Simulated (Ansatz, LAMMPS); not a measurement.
## Squeezing and shearing glassy 67SiO2-13Li2O-10Na2O-10SrO (mol %) (113 atoms)

How stiff is glassy 67SiO2-13Li2O-10Na2O-10SrO (mol %) (113 atoms), and how do its levels respond to strain?

Method: Kohn-Sham DFT, PBE, PAW (set soft_2), plane waves, in Ansatz 0.2.0.

### Step 1. The starting structure

The cell holds 113 atoms: 26 Si, 10 Li, 8 Na, 4 Sr and 65 O. Cell: a = 11.474 Å, b = 11.474 Å, c = 11.474 Å, α = 90.0°, β = 90.0°, γ = 90.0°. 113 atoms (26 Si, 10 Li, 8 Na, 4 Sr, 65 O) placed at random at 2.59 g/cm³, melted at 4000 K for 10 ps at fixed volume with the Morse and Coulomb pair potential with partial charges (Pedone, Malavasi, Menziani, Cormack and Segre, J. Phys. Chem. B 110, 11780 (2006)). Quenched from 4000 K to 300 K at 25 K/ps and fixed volume, held 10 ps at zero pressure.

What the set-up can't give: The quench rate of 25 K/ps is orders of magnitude faster than experiment, which tends to freeze in extra defects. The starting topology of bonds comes from the classical model, and needn't be the one that DFT or experiment would give. Only the Γ point is sampled.

### Step 2. Single point at the start

The forces at the start show how far the geometry lies from a minimum of this functional.

The input, input.yaml:

```yaml
crystal:
  lattice:
    - [11.47424, 0.0, 0.0]
    - [0.0, 11.47424, 0.0]
    - [0.0, 0.0, 11.47424]
  atoms:
    - { symbol: Si, position: [0.207, 0.48364, 0.1234] }
    - { symbol: Si, position: [0.75251, 0.7774, 0.46974] }
    - { symbol: Si, position: [0.05329, 0.24248, 0.81756] }
    - { symbol: Si, position: [0.1718, 0.83606, 0.33171] }
    - { symbol: Si, position: [0.29516, 0.33169, 0.72052] }
    - { symbol: Si, position: [0.82319, 0.5283, 0.18689] }
    - { symbol: Si, position: [0.22508, 0.18086, 0.50032] }
    - { symbol: Si, position: [0.43228, 0.06717, 0.94825] }
    - { symbol: Si, position: [0.98233, 0.90604, 0.51739] }
    - { symbol: Si, position: [0.24722, 0.58884, 0.68634] }
    - { symbol: Si, position: [0.19126, 0.05078, 0.18219] }
    - { symbol: Si, position: [0.6831, 0.04202, 0.83556] }
    - { symbol: Si, position: [0.85196, 0.12415, 0.43143] }
    - { symbol: Si, position: [0.42941, 0.00976, 0.43644] }
    - { symbol: Si, position: [0.622, 0.15165, 0.58633] }
    - { symbol: Si, position: [0.9736, 0.43935, 0.99128] }
    - { symbol: Si, position: [0.19877, 0.4397, 0.39244] }
    - { symbol: Si, position: [0.55603, 0.38474, 0.7193] }
    - { symbol: Si, position: [0.7571, 0.93061, 0.253] }
    - { symbol: Si, position: [0.68503, 0.78825, 0.72964] }
    - { symbol: Si, position: [0.96992, 0.77242, 0.16076] }
    - { symbol: Si, position: [0.45393, 0.69067, 0.84394] }
    - { symbol: Si, position: [0.50933, 0.92132, 0.17732] }
    - { symbol: Si, position: [0.73271, 0.49346, 0.44791] }
    - { symbol: Si, position: [0.36088, 0.25974, 0.12342] }
    - { symbol: Si, position: [0.36576, 0.74766, 0.48492] }
    - { symbol: Li, position: [0.8788, 0.29524, 0.58246] }
    - { symbol: Li, position: [0.0038, 0.06765, 0.67669] }
    - { symbol: Li, position: [0.57351, 0.63804, 0.58198] }
    - { symbol: Li, position: [0.78075, 0.27619, 0.81807] }
    - { symbol: Li, position: [0.56962, 0.67586, 0.08775] }
    - { symbol: Li, position: [0.18203, 0.01019, 0.88909] }
    - { symbol: Li, position: [0.80022, 0.5227, 0.77421] }
    - { symbol: Li, position: [0.65066, 0.48741, 0.96166] }
    - { symbol: Li, position: [0.94642, 0.4083, 0.41536] }
    - { symbol: Li, position: [0.4748, 0.50141, 0.49512] }
    - { symbol: Na, position: [0.03134, 0.29938, 0.25158] }
    - { symbol: Na, position: [0.98544, 0.47633, 0.67366] }
    - { symbol: Na, position: [0.45207, 0.31513, 0.42088] }
    - { symbol: Na, position: [0.41697, 0.44428, 0.93423] }
    - { symbol: Na, position: [0.04983, 0.66752, 0.52537] }
    - { symbol: Na, position: [0.64447, 0.28724, 0.24678] }
    - { symbol: Na, position: [0.17739, 0.95523, 0.69297] }
    - { symbol: Na, position: [0.45344, 0.95433, 0.7122] }
    - { symbol: Sr, position: [0.96467, 0.72995, 0.82383] }
    - { symbol: Sr, position: [0.27402, 0.79518, 0.05784] }
    - { symbol: Sr, position: [0.95888, 0.06098, 0.02431] }
    - { symbol: Sr, position: [0.48089, 0.57447, 0.26342] }
    - { symbol: O, position: [0.41708, 0.19451, 0.0068] }
    - { symbol: O, position: [0.79614, 0.0533, 0.31189] }
    - { symbol: O, position: [0.88768, 0.4323, 0.10953] }
    - { symbol: O, position: [0.05989, 0.10479, 0.8276] }
    - { symbol: O, position: [0.53847, 0.50184, 0.65097] }
    - { symbol: O, position: [0.09165, 0.488, 0.46033] }
    - { symbol: O, position: [0.19092, 0.289, 0.41837] }
    - { symbol: O, position: [0.52955, 0.62047, 0.93304] }
    - { symbol: O, position: [0.91719, 0.50764, 0.89255] }
    - { symbol: O, position: [0.42642, 0.34337, 0.76517] }
    - { symbol: O, position: [0.55041, 0.74319, 0.74454] }
    - { symbol: O, position: [0.33815, 0.61582, 0.79877] }
    - { symbol: O, position: [0.61124, 0.442, 0.41051] }
    - { symbol: O, position: [0.52709, 0.07671, 0.52142] }
    - { symbol: O, position: [0.80243, 0.44612, 0.55505] }
    - { symbol: O, position: [0.65149, 0.93815, 0.1625] }
    - { symbol: O, position: [0.17618, 0.45876, 0.25656] }
    - { symbol: O, position: [0.87622, 0.87228, 0.19428] }
    - { symbol: O, position: [0.89265, 0.65263, 0.17642] }
    - { symbol: O, position: [0.77833, 0.10921, 0.90318] }
    - { symbol: O, position: [0.45503, 0.31, 0.20269] }
    - { symbol: O, position: [0.6905, 0.5513, 0.13926] }
    - { symbol: O, position: [0.18675, 0.99624, 0.0543] }
    - { symbol: O, position: [0.91461, 0.23844, 0.41728] }
    - { symbol: O, position: [0.26652, 0.35925, 0.0811] }
    - { symbol: O, position: [0.09042, 0.48808, 0.0445] }
    - { symbol: O, position: [0.91174, 0.02297, 0.49898] }
    - { symbol: O, position: [0.22631, 0.94983, 0.2727] }
    - { symbol: O, position: [0.44107, 0.97925, 0.06981] }
    - { symbol: O, position: [0.57974, 0.27989, 0.62319] }
    [... 29 atom lines left out ...]
    - { symbol: O, position: [0.28998, 0.5883, 0.10716] }
    - { symbol: O, position: [0.72853, 0.63716, 0.45919] }
    - { symbol: O, position: [0.71244, 0.90172, 0.80265] }
    - { symbol: O, position: [0.55831, 0.05063, 0.89124] }
    - { symbol: O, position: [0.00946, 0.78958, 0.03633] }
    - { symbol: O, position: [0.40048, 0.80624, 0.88542] }
kpoints:
  mp_grid: { grid: [1, 1, 1] }
hamiltonian:
  xc: pbe
scf:
  occupations: { method: fermi_dirac, width: 0.05 }
output:
  forces: true
```

The run is started by

```console
ansatz run input.yaml --threads 4 --pin off --max-ram 8192MiB --backend cpu --events-out ev --progress --plain --runs-dir out
```

What it wrote:

```text
[...]
Pseudopotentials: kind: paw
Pseudopotential: Si, paw, valence charge 4, recommended cutoff 420 eV (normal), Si.paw.azcp
Pseudopotential: Li, paw, valence charge 3, recommended cutoff 420 eV (normal), Li.paw.azcp
Pseudopotential: Na, paw, valence charge 9, recommended cutoff 420 eV (normal), Na.paw.azcp
Pseudopotential: Sr, paw, valence charge 10, recommended cutoff 420 eV (normal), Sr.paw.azcp
Pseudopotential: O, paw, valence charge 6, recommended cutoff 420 eV (normal), O.paw.azcp
[... 5 lines on functional and potentials left out ...]
Crystal: 113 atoms, lattice volume = 1510.678 Å³
Basis set: ecut = 420 eV, 29423 PW (Γ), exchange–correlation on 160×160×160 points (8 copies of the dense FFT grid, shifted against one another)
Bands: 431, of which v1, the nominal top of the filled ones, is band 318 counted from 1 (317 counted from 0)
Symmetry: 1 space group operations
Space group: P1 (ITA 1), of the structure as read, at distance tolerance 1.1e-4 Å
k-points: 1
[... 11 lines on functional and potentials left out ...]
Initial density: superposition of atomic densities (neutral atoms: chi_scale 0, normalization atom), corrected by the library's trained network
Initial wavefunctions: pseudopotential atomic-orbital guess
[...]
SCF iter   1: F=—  HF=-81649.212708 eV  |F-HF|=—  |Δ(HF+E_count)|=         —  Δρ=1.93e-3  dr2=7.81e-2  ethr=1.77e-3  ⟨swp⟩=7.0  Hψ=2164  notcnv=0  defer=67
preconditioner: auto → Resta (q_TF=auto, 2.362 Å⁻¹)  ε∞=2.9  [insulator: Δε(μ)=2.992 eV  Ē_g=16.809 eV  σ=0.050 eV  W_gap=1.00  n_scr=340 (ndim 8)  ℏωp=23.2 eV  f_vac=0.137  D(μ)=0.00/eV (n_scr^D=0)  ε∞_Penn≈2.9]
SCF iter   2: F=—  HF=-81649.214251 eV  |F-HF|=—  |Δ(HF+E_count)|=   1.54e-3  Δρ=1.02e-3  dr2=1.98e-2  ethr=1.23e-5  ⟨swp⟩=2.0  Hψ=691  notcnv=0  defer=102
SCF iter   3: F=—  HF=-81649.218812 eV  |F-HF|=—  |Δ(HF+E_count)|=   4.56e-3  Δρ=5.05e-4  dr2=5.55e-3  ethr=3.11e-6  ⟨swp⟩=2.0  Hψ=546  notcnv=0  defer=39
automatic band count: iteration 3 solves 368 bands in place of 431: the levels show a gap, and the empty bands left out lie too high to hold charge; the band table lists the bands solved (type scf.n_extra_bands for more)
SCF iter   4: F=—  HF=-81649.219057 eV  |F-HF|=—  |Δ(HF+E_count)|=   2.45e-4  Δρ=1.50e-4  dr2=4.60e-4  ethr=8.72e-7  ⟨swp⟩=2.0  Hψ=556  notcnv=0  defer=39
SCF iter   5: F=—  HF=-81649.219220 eV  |F-HF|=—  |Δ(HF+E_count)|=   1.64e-4  Δρ=9.81e-5  dr2=1.28e-4  ethr=7.22e-8  ⟨swp⟩=2.0  Hψ=618  notcnv=0  defer=39
SCF iter   6: F=—  HF=-81649.219284 eV  |F-HF|=—  |Δ(HF+E_count)|=   6.41e-5  Δρ=2.73e-5  dr2=1.17e-5  ethr=2.02e-8  ⟨swp⟩=2.0  Hψ=585  notcnv=0  defer=39
SCF iter   7: F=—  HF=-81649.219084 eV  |F-HF|=—  |Δ(HF+E_count)|=   2.01e-4  Δρ=1.30e-5  dr2=2.50e-6  ethr=1.84e-9  ⟨swp⟩=2.0  Hψ=686  notcnv=0  defer=46
SCF iter   8: F=—  HF=-81649.219085 eV  |F-HF|=—  |Δ(HF+E_count)|=   1.85e-6  Δρ=6.31e-6  dr2=5.67e-7  ethr=3.92e-10  ⟨swp⟩=2.0  Hψ=618  notcnv=0  defer=46
SCF iter   9: F=-81649.219086 eV  HF=-81649.219086 eV  |F-HF|=3.18e-8  |Δ(HF+E_count)|=   2.82e-7  Δρ=2.37e-6  dr2=8.70e-8  ethr=1.57e-11  ⟨swp⟩=3.0  Hψ=1266  notcnv=0
SCF 1 converged in 9 iterations: F = -81649.219086 eV  dr2 = 8.70e-8
[...]
SCF converged after 9 iterations
Free energy (F): -81649.219086 eV
Harris-Foulkes:  -81649.219086 eV  (|F-HF|=3.18e-8)
Internal energy: -81649.219086 eV  (E = F + TS)
E sigma→0 (E₀):  -81649.219086 eV
Fermi energy:    5.520907 eV
--- Per-component energies (eV) ---
[...]
Σ components = -81649.219086   (vs F -81649.219086, Δ=0.00e0)
--- Forces (eV/Å), atoms counted from 1 ---
  atom   1  Si     0.39121262    -1.86251463    -0.44163562
  atom   2  Si     0.75210797    -2.03802984     0.69264952
  atom   3  Si     2.39662438     1.62190154     0.90453351
  atom   4  Si    -0.17557004     2.44290616     0.66331968
[...]
atom 113  O     -2.03977448     2.88957675     1.61026593
  max |Σ_I F_I| component: 1.19e-4 eV/Å
```

Wall time 13 s (4 threads of Intel Xeon Platinum 8275CL at 3.00GHz (Skylake/Cascade Lake), shared host); peak memory 2.1 GiB; 48 s of CPU time.

In the SCF lines HF is the Harris–Foulkes energy and dr2 the Hartree energy of the density residual, in eV; the loop may stop once dr2 is under the threshold and the program's other checks hold. Hψ counts applications of the Hamiltonian.

The r.m.s. force at the start is 1.4 eV/Å.

(Part 1 of 3 ends here.)

[Logs are printed without paths, hosts, clocks, repeated set-up lines and the standing remarks that a program may print on its own settings, such as how far it seeks lower states.]

[Hosts, paths, dates, database ids (printed as entryN), source tags and the programs' standing remarks are cut or masked in the printed files.]
